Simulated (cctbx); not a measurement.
## CsErP2S5O2: precision against data quality

Space group P2_1/c (no. 14), a = 9.6290 Å, b = 12.0710 Å, c = 9.0510 Å, α = 90.00°, β = 90.72°, γ = 90.00°.

| atom | mult. | x | y | z | Ueq (Å²) |
| --- | --- | --- | --- | --- | --- |
| Er1 | 4 | 0.8587 | 0.1412 | 0.6144 | 0.0084 |
| Cs1 | 4 | 0.6103 | 0.8102 | 0.6340 | 0.0100 |
| S1 | 4 | 0.0971 | 0.8224 | 0.0769 | 0.0175 |
| S2 | 4 | 0.6300 | 0.2107 | 0.1139 | 0.0169 |
| S3 | 4 | 0.8559 | 0.6909 | 0.8536 | 0.0154 |
| S4 | 4 | 0.3609 | 0.9400 | 0.2108 | 0.0177 |
| S5 | 4 | 0.9973 | 0.9473 | 0.6736 | 0.0155 |
| P1 | 4 | 0.2804 | 0.8919 | 0.0228 | 0.0148 |
| P2 | 4 | 0.8209 | 0.5371 | 0.8064 | 0.0184 |
| O1 | 4 | 0.2405 | 0.4568 | 0.4273 | 0.0226 |
| O2 | 4 | 0.3268 | 0.5319 | 0.0670 | 0.0208 |

This is a model crystal, built by substitution and not relaxed, with assumed displacement parameters.

Five simulated data sets (cctbx; Ag Kα, λ = 0.56087 Å; 1.5 % proportional error) differ in resolution or exposure (noise floor 2 counts in the first three, 8 in the last two). Each is refined with the right model, isotropic at 1.1 Å and anisotropic otherwise. How do the figures of merit and the uncertainties move?

| d min (Å) | top counts | ⟨I/σ⟩ (unmerged, absences included) | unique | param. (scale apart) | Rint | R1 | GooF | largest s.u. xyz (fractional) | s.u. U of O1 (Å²) | largest error (Å) |
| --- | --- | --- | --- | --- | --- | --- | --- | --- | --- | --- |
| 1.1 | 20000 | 24.9 | 824 | 44 | 0.018 | 0.0073 | 0.92 | 0.00025 | 0.0006 | 0.0074 |
| 0.84 | 20000 | 21.3 | 1861 | 99 | 0.020 | 0.0087 | 0.93 | 0.00019 | 0.0009 | 0.0057 |
| 0.6 | 20000 | 16.1 | 5093 | 99 | 0.024 | 0.0115 | 0.93 | 0.00015 | 0.0006 | 0.0021 |
| 0.75 | 300 | 1.3 | 2607 | 99 | 0.364 | 0.0940 | 0.96 | 0.00319 | 0.0155 | 0.0891 |
| 0.75 | 3000 | 6.9 | 2607 | 99 | 0.065 | 0.0281 | 0.96 | 0.00058 | 0.0027 | 0.0197 |

The number of reflections grows roughly as 1/d³: 824, 1861 and 5093 here. R1 follows the noise rather than the truth: at 300 counts it is 0.0940, at 3000 counts 0.0281, while GooF is 0.96 and 0.96: the weights 1/σ² carry the noise. The s.u. of U (U11 where anisotropic) for O1 goes 0.0006, 0.0009, 0.0006 Å² with resolution and 0.0155, 0.0027 Å² with exposure.

Hardware for the 0.6 Å refinement: 0.53 s on 1 thread of Arm Neoverse V2, with other jobs on the host, peak memory 0.1 GiB.
